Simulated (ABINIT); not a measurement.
**A GW chain in ABINIT: AgCl (Fm-3m)**

Aim: the G0W0 gap of AgCl (Fm-3m) on PBE, step by step.

Calculated with ABINIT 10.8.3; PBE and many-body steps on it, plane waves.

### Step 1. Starting point

The structure is cubic, space group Fm-3m (No. 225). Conventional cell: a = 5.545 Å, b = 5.545 Å, c = 5.545 Å, α = 90.00°, β = 90.00°, γ = 90.00°. Nearest to Ag lie 6 Cl at 2.77 Å. Nearest to Cl lie 6 Ag at 2.77 Å. Farther neighbours and most contacts between anions are not listed.

Structure file:

```cif
data_structure
_symmetry_space_group_name_H-M 'P 1'
_symmetry_Int_Tables_number 1
_cell_length_a 3.9211
_cell_length_b 3.9211
_cell_length_c 3.9211
_cell_angle_alpha 60.000
_cell_angle_beta 60.000
_cell_angle_gamma 60.000
_cell_volume 42.63
loop_
_atom_site_label
_atom_site_type_symbol
_atom_site_fract_x
_atom_site_fract_y
_atom_site_fract_z
_atom_site_occupancy
Ag1 Ag 0.00000 0.00000 0.00000 1
Cl2 Cl 0.50000 0.50000 0.50000 1
```

The cell and positions are those that the Materials Project relaxed with its own functionals (PBE, PBE+U or r2SCAN), kept fixed.

### Step 2. Ground state

This step: ABINIT 10.8.3; DFT, PBE, plane waves, norm-conserving pseudopotentials.

The ground-state density comes first.

run.abi

```
acell 3*1.0 Angstrom
rprim 
  0.000000000000 2.772662996800 2.772662996800
  2.772662996800 0.000000000000 2.772662996800
  2.772662996800 2.772662996800 0.000000000000
ntypat 2
znucl 47 17
natom 2
typat 1 2
xred 
  0.000000000000 0.000000000000 0.000000000000
  0.500000000000 0.500000000000 0.500000000000
pp_dirpath "pseudos"
pseudos "Ag.upf, Cl.upf"
ecut 37
ngkpt 6 6 6
nshiftk 1
shiftk 0 0 0
kptopt 1
chksymbreak 0
nband 18
occopt 1
tolvrs 1e-10
nstep 60
prtwf 0
optforces 0
optstress 0
indata_prefix "in"
outdata_prefix "out"
tmpdata_prefix "tmp"
```

On the command line:

```sh
> OMP_NUM_THREADS=1 mpirun -n 8 abinit run.abi > log
```

Numbers of over 12 decimals in the logs are rounded to 6 here.

The log of the run:

```text
.Version 10.8.3 of ABINIT. v10.8.2 released Aug 2026.

 Symmetries : space group Fm -3 m (#225); Bravais cF (face-center cubic)
================================================================================
 Values of the parameters that define the memory need of the present run
     intxc =       0    ionmov =       0      iscf =       7    lmnmax =       6
     lnmax =       6     mgfft =      45  mpssoang =       3    mqgrid =    3001
     natom =       2  nloc_mem =       1    nspden =       1   nspinor =       1
    nsppol =       1      nsym =      48    n1xccc =    2501    ntypat =       2
    occopt =       1   xclevel =       2
-    mband =          18        mffmem =           1         mkmem =           2
       mpw =        3104          nfft =       91125          nkpt =          16
================================================================================
  Rough estimation (10% accuracy) of disk space for files :
================================================================================

--------------------------------------------------------------------------------
------------- Echo of variables that govern the present computation ------------
--------------------------------------------------------------------------------
 -outvars: echo values of preprocessed input variables --------
            acell      1.8897261259E+00  1.8897261259E+00  1.8897261259E+00 Bohr

      chksymbreak           0
             ecut      3.70000000E+01 Hartree
-          fftalg         312

              ixc     -101130
              kpt      0.00000000E+00  0.00000000E+00  0.00000000E+00
                       1.66666667E-01  0.00000000E+00  0.00000000E+00
                       3.33333333E-01  0.00000000E+00  0.00000000E+00
                       5.00000000E-01  0.00000000E+00  0.00000000E+00
                       1.66666667E-01  1.66666667E-01  0.00000000E+00
                       3.33333333E-01  1.66666667E-01  0.00000000E+00
                       5.00000000E-01  1.66666667E-01  0.00000000E+00
                      -3.33333333E-01  1.66666667E-01  0.00000000E+00
                      -1.66666667E-01  1.66666667E-01  0.00000000E+00
   [... 5 further rows ...]
                      -3.33333333E-01  3.33333333E-01  1.66666667E-01
                      -3.33333333E-01  5.00000000E-01  1.66666667E-01
         kptrlatt        6    0    0      0    6    0      0    0    6
          kptrlen      4.44592572E+01
P           mkmem           2
            natom           2
            nband          18
            ngfft          45      45      45
             nkpt          16
            nstep          60
             nsym          48
           ntypat           2
              occ      2.000000  2.000000  2.000000  2.000000  2.000000  2.000000
                       2.000000  2.000000  2.000000  2.000000  2.000000  2.000000
                       2.000000  0.000000  0.000000  0.000000  0.000000  0.000000
        optforces           0
        optstress           0
            prtwf           0
            rprim      0.0000000000E+00  2.7726629968E+00  2.7726629968E+00
[...]
spgroup         225

           tolvrs      1.00000000E-10

             xred      0.0000000000E+00  0.0000000000E+00  0.0000000000E+00
[...]
znucl       47.00000   17.00000

================================================================================

 chkinp: Checking input parameters for consistency.

================================================================================
== DATASET  1 ==================================================================
-   mpi_nproc: 8, omp_nthreads: 1 (-1 if OMP is not activated)

--- !DatasetInfo
iteration_state: {dtset: 1, }
dimensions: {natom: 2, nkpt: 16, mband: 18, nsppol: 1, nspinor: 1, nspden: 1, mpw: 3104, }
cutoff_energies: {ecut:  37.0, pawecutdg:  -1.0, }
electrons: {nelect:   2.60000000E+01, charge:   0.00000000E+00, occopt:   1.00000000E+00, tsmear:   1.00000000E-02, }

 Real(R)+Recip(G) space primitive vectors, cartesian coordinates (Bohr,Bohr^-1):
 R(1)=  0.0000000  5.2395737  5.2395737  G(1)= -0.0954276  0.0954276  0.0954276
 R(2)=  5.2395737  0.0000000  5.2395737  G(2)=  0.0954276 -0.0954276  0.0954276
 R(3)=  5.2395737  5.2395737  0.0000000  G(3)=  0.0954276  0.0954276 -0.0954276
 Unit cell volume ucvol=  2.8768542E+02 bohr^3
 Angles (23,13,12)=  6.00000000E+01  6.00000000E+01  6.00000000E+01 degrees

 getcut: wavevector=  0.0000  0.0000  0.0000  ngfft=  45  45  45
         ecut(hartree)=     37.000   => boxcut(ratio)=   2.16858

--- Pseudopotential description ------------------------------------------------
- Ag Generated using ONCVPSP code by D. R. Hamann
- 47.00000  19.00000  171031                  znucl, zion, pspdat
12 -101130 2 -1 1538                          pspcod,pspxc,lmax,lloc,mmax
     nproj     2     2     2
  pspatm : epsatm=   27.55768671
         --- l  ekb(1:nproj) -->
[...]
pspatm: atomic psp has been read  and splines computed

- Cl Generated using ONCVPSP code by D. R. Hamann
- 17.00000   7.00000  171031                  znucl, zion, pspdat
12 -101130 2 -1 1028                          pspcod,pspxc,lmax,lloc,mmax
     nproj     2     2     2
  pspatm : epsatm=    9.12776517
         --- l  ekb(1:nproj) -->
[...]
2   -2.938609   -0.805455
 pspatm: atomic psp has been read  and splines computed

   9.53821749E+02                                ecore*ucvol(ha*bohr**3)
--------------------------------------------------------------------------------

_setup2: Arith. and geom. avg. npw (full set) are    3089.792    3089.776

================================================================================

--- !BeginCycle
iteration_state: {dtset: 1, }
solver: {iscf: 7, nstep: 60, nline: 4, wfoptalg: 0, }
tolerances: {tolvrs: 1.00E-10, }

     iter   Etot(hartree)      deltaE(h)  residm     vres2
 ETOT  1  -171.28489473566    -1.713E+02 1.760E-01 1.135E+02
 ETOT  2  -171.44520571219    -1.603E-01 1.171E-02 2.662E+01
 ETOT  3  -171.44802249563    -2.817E-03 5.824E-03 3.688E-01
 ETOT  4  -171.44802389131    -1.396E-06 7.670E-04 9.835E-02
 ETOT  5  -171.44802925179    -5.360E-06 3.690E-04 6.813E-02
 ETOT  6  -171.44804014167    -1.089E-05 3.383E-05 1.133E-04
 ETOT  7  -171.44804015137    -9.696E-09 3.562E-05 3.729E-06
 ETOT  8  -171.44804015175    -3.828E-10 3.792E-06 3.670E-08
 ETOT  9  -171.44804015178    -2.274E-11 4.137E-06 2.096E-10
 ETOT 10  -171.44804015177     8.015E-12 1.681E-06 1.069E-12

 At SCF step   10       vres2   =  1.07E-12 < tolvrs=  1.00E-10 =>converged.

--- !ResultsGS
iteration_state: {dtset: 1, }
comment   : Summary of ground state results
lattice_vectors:
- [  0.0000000,   5.2395737,   5.2395737, ]
- [  5.2395737,   0.0000000,   5.2395737, ]
- [  5.2395737,   5.2395737,   0.0000000, ]
lattice_lengths: [   7.40988,    7.40988,    7.40988, ]
lattice_angles: [ 60.000,  60.000,  60.000, ] # degrees, (23, 13, 12)
lattice_volume:   2.8768542E+02
convergence: {deltae:  8.015E-12, res2:  1.069E-12, residm:  1.681E-06, diffor:  0.000E+00, }
etotal    :  -1.71448040E+02
entropy   :   0.00000000E+00
fermie    :   1.71925627E-01
cartesian_stress_tensor: null
pressure_GPa: null
xred      :
- [  0.0000E+00,   0.0000E+00,   0.0000E+00, Ag]
- [  5.0000E-01,   5.0000E-01,   5.0000E-01, Cl]
cartesian_forces: null
force_length_stats: {min: null, max: null, mean: null, }

 Integrated electronic density in atomic spheres:
 ------------------------------------------------
 Atom  Sphere_radius  Integrated_density
    1        2.00000         16.40304711
    2        2.00000          5.03358884
================================================================================

 ----iterations are completed or convergence reached----

 Mean square residual over all n,k,spin=   10.909E-09; max=  16.809E-07
 reduced coordinates (array xred) for    2 atoms
       0.000000000000      0.000000000000      0.000000000000
       0.500000000000      0.500000000000      0.500000000000
 rms dE/dt=  0.0000E+00; max dE/dt=  0.0000E+00; dE/dt below (all hartree)
    1       0.000000000000      0.000000000000      0.000000000000
    2       0.000000000000      0.000000000000      0.000000000000

 cartesian coordinates (angstrom) at end:
    1      0.000000     0.000000     0.000000
    2      2.772663     2.772663     2.772663
 length scales=  1.889726125908  1.889726125908  1.889726125908 bohr
              =  1.000000000000  1.000000000000  1.000000000000 angstroms
 prteigrs : about to open file out_EIG
 Fermi (or HOMO) energy (hartree) =   0.17193   Average Vxc (hartree)=  -0.37624
 Eigenvalues (hartree) for nkpt=  16  k points:
 kpt#   1, nband= 18, wtk=  0.00463, kpt=  0.0000  0.0000  0.0000 (reduced coord)
  -3.12642   -1.78604   -1.78604   -1.78604   -0.38473    0.08215    0.08215    0.08215
   0.08367    0.08367    0.08678    0.08678    0.08678    0.20547    0.56516    0.56516
   0.56516    0.62865
 prteigrs : prtvol=0 or 1, do not print more k-points.

--- !EnergyTerms
iteration_state     : {dtset: 1, }
comment             : Components of total free energy in Hartree
kinetic             :  5.89318345716396E+01
hartree             :  5.04674566898751E+01
xc                  : -2.76713295187084E+01
Ewald energy        : -1.03522849404332E+02
psp_core            :  3.31550253105318E+00
local_psp           : -1.53162476724310E+02
non_local_psp       :  1.93821703015139E-01
total_energy        : -1.71448040151768E+02
total_energy_eV     : -4.66533884168621E+03
band_energy         : -1.64592227359204E+01

== END DATASET(S) ==============================================================
================================================================================

 -outvars: echo values of variables after computation  --------
           etotal     -1.7144804015E+02
            nband          18
             nkpt          16
          spgroup         225
 [... the other variables as echoed above ...]

 Calculation completed.
```

The job ended after 7.8 s (8 MPI ranks of Arm Neoverse V1, shared host; peak memory 0.6 GiB).

Numbers from this step:

```
total energy               : -4665.3388 eV
gap                        : 0.9127 eV
k of the valence top       : 0.5, 0, 0
k of the conduction bottom : 0, 0, 0
least direct gap           : 3.230 eV
```

The gap is indirect, with the least direct gap 2.32 eV higher.

### Step 3. Bands along the symmetry lines

The cheap functional maps the bands first; the places of the edges decide which points the dearer methods must see.

run.abi

```
acell 3*1.0 Angstrom
rprim 
  0.000000000000 2.772662996800 2.772662996800
  2.772662996800 0.000000000000 2.772662996800
  2.772662996800 2.772662996800 0.000000000000
ntypat 2
znucl 47 17
natom 2
typat 1 2
xred 
  0.000000000000 0.000000000000 0.000000000000
  0.500000000000 0.500000000000 0.500000000000
pp_dirpath "pseudos"
pseudos "Ag.upf, Cl.upf"
ecut 37
iscf -2
irdden 1
kptopt 0
nkpt 50
kpt 
  0.00000000 0.00000000 0.00000000
  0.06250000 0.00000000 0.06250000
  0.12500000 0.00000000 0.12500000
  0.18750000 0.00000000 0.18750000
  0.25000000 0.00000000 0.25000000
  0.31250000 0.00000000 0.31250000
  0.37500000 0.00000000 0.37500000
  0.43750000 0.00000000 0.43750000
  0.50000000 0.00000000 0.50000000
  0.51562500 0.03125000 0.51562500
  0.53125000 0.06250000 0.53125000
  0.54687500 0.09375000 0.54687500
  0.56250000 0.12500000 0.56250000
  0.57812500 0.15625000 0.57812500
  0.59375000 0.18750000 0.59375000
  0.60937500 0.21875000 0.60937500
  0.62500000 0.25000000 0.62500000
  0.37500000 0.37500000 0.75000000
  0.32812500 0.32812500 0.65625000
  0.28125000 0.28125000 0.56250000
  0.23437500 0.23437500 0.46875000
  0.18750000 0.18750000 0.37500000
  0.14062500 0.14062500 0.28125000
  0.09375000 0.09375000 0.18750000
  0.04687500 0.04687500 0.09375000
  0.00000000 0.00000000 0.00000000
  0.06250000 0.06250000 0.06250000
  0.12500000 0.12500000 0.12500000
  0.18750000 0.18750000 0.18750000
  0.25000000 0.25000000 0.25000000
  0.31250000 0.31250000 0.31250000
  0.37500000 0.37500000 0.37500000
  0.43750000 0.43750000 0.43750000
  0.50000000 0.50000000 0.50000000
  0.50000000 0.46875000 0.53125000
  0.50000000 0.43750000 0.56250000
  0.50000000 0.40625000 0.59375000
  0.50000000 0.37500000 0.62500000
  0.50000000 0.34375000 0.65625000
  0.50000000 0.31250000 0.68750000
  0.50000000 0.28125000 0.71875000
  0.50000000 0.25000000 0.75000000
  0.50000000 0.21875000 0.71875000
  0.50000000 0.18750000 0.68750000
  0.50000000 0.15625000 0.65625000
  0.50000000 0.12500000 0.62500000
  0.50000000 0.09375000 0.59375000
  0.50000000 0.06250000 0.56250000
  0.50000000 0.03125000 0.53125000
  0.50000000 0.00000000 0.50000000
istwfk *1
nband 20
nbdbuf 2
tolwfr 1e-08
nstep 40
prtwf 0
prtvol 0
indata_prefix "in"
outdata_prefix "out"
tmpdata_prefix "tmp"
```

The log of the run:

```text
.Version 10.8.3 of ABINIT. v10.8.2 released Aug 2026.

 Symmetries : space group Fm -3 m (#225); Bravais cF (face-center cubic)
[... echo of the input left out ...]
== DATASET  1 ==================================================================
-   mpi_nproc: 8, omp_nthreads: 1 (-1 if OMP is not activated)

--- !DatasetInfo
iteration_state: {dtset: 1, }
dimensions: {natom: 2, nkpt: 50, mband: 20, nsppol: 1, nspinor: 1, nspden: 1, mpw: 3119, }
cutoff_energies: {ecut:  37.0, pawecutdg:  -1.0, }
electrons: {nelect:   2.60000000E+01, charge:   0.00000000E+00, occopt:   1.00000000E+00, tsmear:   1.00000000E-02, }

 Real(R)+Recip(G) space primitive vectors, cartesian coordinates (Bohr,Bohr^-1):
 R(1)=  0.0000000  5.2395737  5.2395737  G(1)= -0.0954276  0.0954276  0.0954276
 R(2)=  5.2395737  0.0000000  5.2395737  G(2)=  0.0954276 -0.0954276  0.0954276
 R(3)=  5.2395737  5.2395737  0.0000000  G(3)=  0.0954276  0.0954276 -0.0954276
 Unit cell volume ucvol=  2.8768542E+02 bohr^3
 Angles (23,13,12)=  6.00000000E+01  6.00000000E+01  6.00000000E+01 degrees

 getcut: wavevector=  0.0000  0.0000  0.0000  ngfft=  45  45  45
         ecut(hartree)=     37.000   => boxcut(ratio)=   2.16858

--- Pseudopotential description ------------------------------------------------
- Ag Generated using ONCVPSP code by D. R. Hamann
- 47.00000  19.00000  171031                  znucl, zion, pspdat
12 -101130 2 -1 1538                          pspcod,pspxc,lmax,lloc,mmax
     nproj     2     2     2
  pspatm : epsatm=   27.55768671
         --- l  ekb(1:nproj) -->
             0    9.557566   -0.414742
             1    3.443234   -0.133519
             2   -1.597169   -0.391124
 pspatm: atomic psp has been read  and splines computed

- Cl Generated using ONCVPSP code by D. R. Hamann
- 17.00000   7.00000  171031                  znucl, zion, pspdat
12 -101130 2 -1 1028                          pspcod,pspxc,lmax,lloc,mmax
     nproj     2     2     2
  pspatm : epsatm=    9.12776517
         --- l  ekb(1:nproj) -->
[...]
pspatm: atomic psp has been read  and splines computed

--------------------------------------------------------------------------------

================================================================================
 prteigrs : about to open file out_EIG
 Non-SCF case, kpt    1 (  0.00000  0.00000  0.00000), residuals and eigenvalues=
  6.57E-09  2.03E-09  3.48E-09  6.50E-09  6.35E-09  3.06E-09  3.91E-09  7.55E-09
  4.33E-09  8.11E-09  1.65E-09  5.04E-09  7.53E-09  4.44E-09  3.97E-09  3.01E-09
  7.46E-09  3.77E-09  5.17E-06  9.68E-07
 -3.1264E+00 -1.7860E+00 -1.7860E+00 -1.7860E+00 -3.8473E-01  8.2146E-02
  8.2146E-02  8.2146E-02  8.3674E-02  8.3674E-02  8.6783E-02  8.6783E-02
  8.6783E-02  2.0547E-01  5.6516E-01  5.6516E-01  5.6516E-01  6.2865E-01
  6.6229E-01  6.6229E-01
 Non-SCF case, kpt    2 (  0.06250  0.00000  0.06250), residuals and eigenvalues=
[...]
6.4766E-01  6.7249E-01
 Non-SCF case, kpt    3 (  0.12500  0.00000  0.12500), residuals and eigenvalues=
[...]
8.27E-09  5.39E-09  2.35E-04  8.07E-04
[...]
6.7381E-01  6.9209E-01
[...]
Non-SCF case, kpt   49 (  0.50000  0.03125  0.53125), residuals and eigenvalues=
[...]
7.1038E-01  7.1173E-01
 Non-SCF case, kpt   50 (  0.50000  0.00000  0.50000), residuals and eigenvalues=
[...]
5.9747E-02  5.9747E-02  7.0236E-02  9.0611E-02  9.9980E-02  9.9980E-02
  1.0314E-01  2.5936E-01  4.6471E-01  4.8961E-01  5.9565E-01  5.9565E-01
  7.1125E-01  7.1507E-01

--- !ResultsGS
iteration_state: {dtset: 1, }
comment   : Summary of ground state results
lattice_vectors:
- [  0.0000000,   5.2395737,   5.2395737, ]
- [  5.2395737,   0.0000000,   5.2395737, ]
- [  5.2395737,   5.2395737,   0.0000000, ]
lattice_lengths: [   7.40988,    7.40988,    7.40988, ]
lattice_angles: [ 60.000,  60.000,  60.000, ] # degrees, (23, 13, 12)
lattice_volume:   2.8768542E+02
convergence: {deltae:  0.000E+00, res2:  0.000E+00, residm:  9.990E-09, diffor:  0.000E+00, }
etotal    :  -1.71448040E+02
entropy   :   0.00000000E+00
fermie    :   1.71925627E-01
cartesian_stress_tensor: null
pressure_GPa: null
xred      :
- [  0.0000E+00,   0.0000E+00,   0.0000E+00, Ag]
- [  5.0000E-01,   5.0000E-01,   5.0000E-01, Cl]
cartesian_forces: null
force_length_stats: {min: null, max: null, mean: null, }

 Integrated electronic density in atomic spheres:
 ------------------------------------------------
 Atom  Sphere_radius  Integrated_density
[...]
================================================================================

 ----iterations are completed or convergence reached----

 Mean square residual over all n,k,spin=   50.010E-10; max=  99.896E-10
 reduced coordinates (array xred) for    2 atoms
       0.000000000000      0.000000000000      0.000000000000
       0.500000000000      0.500000000000      0.500000000000

 cartesian coordinates (angstrom) at end:
[...]
length scales=  1.889726125908  1.889726125908  1.889726125908 bohr
              =  1.000000000000  1.000000000000  1.000000000000 angstroms
 prteigrs : about to open file out_EIG
 Eigenvalues (hartree) for nkpt=  50  k points:
 kpt#   1, nband= 20, wtk=  1.00000, kpt=  0.0000  0.0000  0.0000 (reduced coord)
[...]
kpt#   2, nband= 20, wtk=  1.00000, kpt=  0.0625  0.0000  0.0625 (reduced coord)
[...]
kpt#   3, nband= 20, wtk=  1.00000, kpt=  0.1250  0.0000  0.1250 (reduced coord)
[...]
kpt#  49, nband= 20, wtk=  1.00000, kpt=  0.5000  0.0313  0.5313 (reduced coord)
[...]
0.58977    0.59740    0.71038    0.71173
 kpt#  50, nband= 20, wtk=  1.00000, kpt=  0.5000  0.0000  0.5000 (reduced coord)
  -3.12640   -1.78614   -1.78608   -1.78608   -0.36794    0.01324    0.05975    0.05975
   0.07024    0.09061    0.09998    0.09998    0.10314    0.25936    0.46471    0.48961
   0.59565    0.59565    0.71125    0.71507

== END DATASET(S) ==============================================================
================================================================================

 -outvars: echo values of variables after computation  --------
            nband          20
             nkpt          50
          spgroup         225
 [... the other variables as echoed above ...]

 Calculation completed.
```

Elapsed: 11 s, on 8 MPI ranks; peak memory 0.53 GiB.

Numbers from this step:

- gap: 0.9127 eV
- k of the valence top: 0.5, 0.5, 0.5
- k of the conduction bottom: 0, 0, 0
- least direct gap: 2.992 eV

The gap is 0.913 eV, as in the run before at this level.

The electronic bands at the labelled points (eV, zero at the top of the highest filled band):

```tsv
point	band 10	band 11	band 12	band 13	band 14	band 15	band 16	band 17
Γ	-2.40	-2.32	-2.32	-2.32	0.91	10.70	10.70	10.70
halfway	-2.31	-1.76	-1.76	-1.33	3.43	7.38	8.73	10.12
X	-2.21	-1.96	-1.96	-1.87	2.38	7.97	8.64	11.53
halfway	-1.97	-1.93	-1.77	-1.77	2.74	7.82	8.48	10.91
U	-2.02	-1.84	-1.65	-1.05	3.61	7.24	8.12	9.76
jump to K	-2.02	-1.84	-1.65	-1.05	3.61	7.24	8.12	9.76
halfway	-2.15	-1.71	-1.71	-0.24	3.77	7.32	8.06	8.75
Γ	-2.40	-2.32	-2.32	-2.32	0.91	10.70	10.70	10.70
halfway	-2.26	-2.00	-0.80	-0.80	2.94	7.79	9.13	9.13
L	-2.08	-1.76	0.00	0.00	4.24	6.54	7.62	7.62
halfway	-2.07	-1.83	-0.99	-0.48	4.97	5.67	8.07	8.48
W	-1.99	-1.96	-1.96	-1.18	4.19	7.87	7.87	7.99
halfway	-1.97	-1.96	-1.94	-1.47	3.10	7.81	8.34	9.74
X	-2.21	-1.96	-1.96	-1.87	2.38	7.97	8.64	11.53
```

(Part 1 of 2 ends here.)

[Paths, hosts, dates, memory and timing lines, banners, echoed tables and standing remarks are left out of the program output.]

[Logs are printed without paths, hosts, clocks, repeated set-up lines and the standing remarks that a program may print on its own settings, such as how far it seeks lower states.]

[Runs of the session that timed out or met a known fault of the program may be left out.]

[Hosts, paths, dates, database ids (printed as entryN), source tags and the programs' standing remarks are cut or masked in the printed files.]

[G0W0 gaps are taken among the corrected bands and points alone; a level outside them can change the order at an edge.]

[Where Ansatz stands beside ABINIT at settings called matched, ABINIT's density can come from a denser mesh and the files from another edition; pairs whose starting gaps differed by over 0.03 eV were left out, so agreement reads better than it is.]
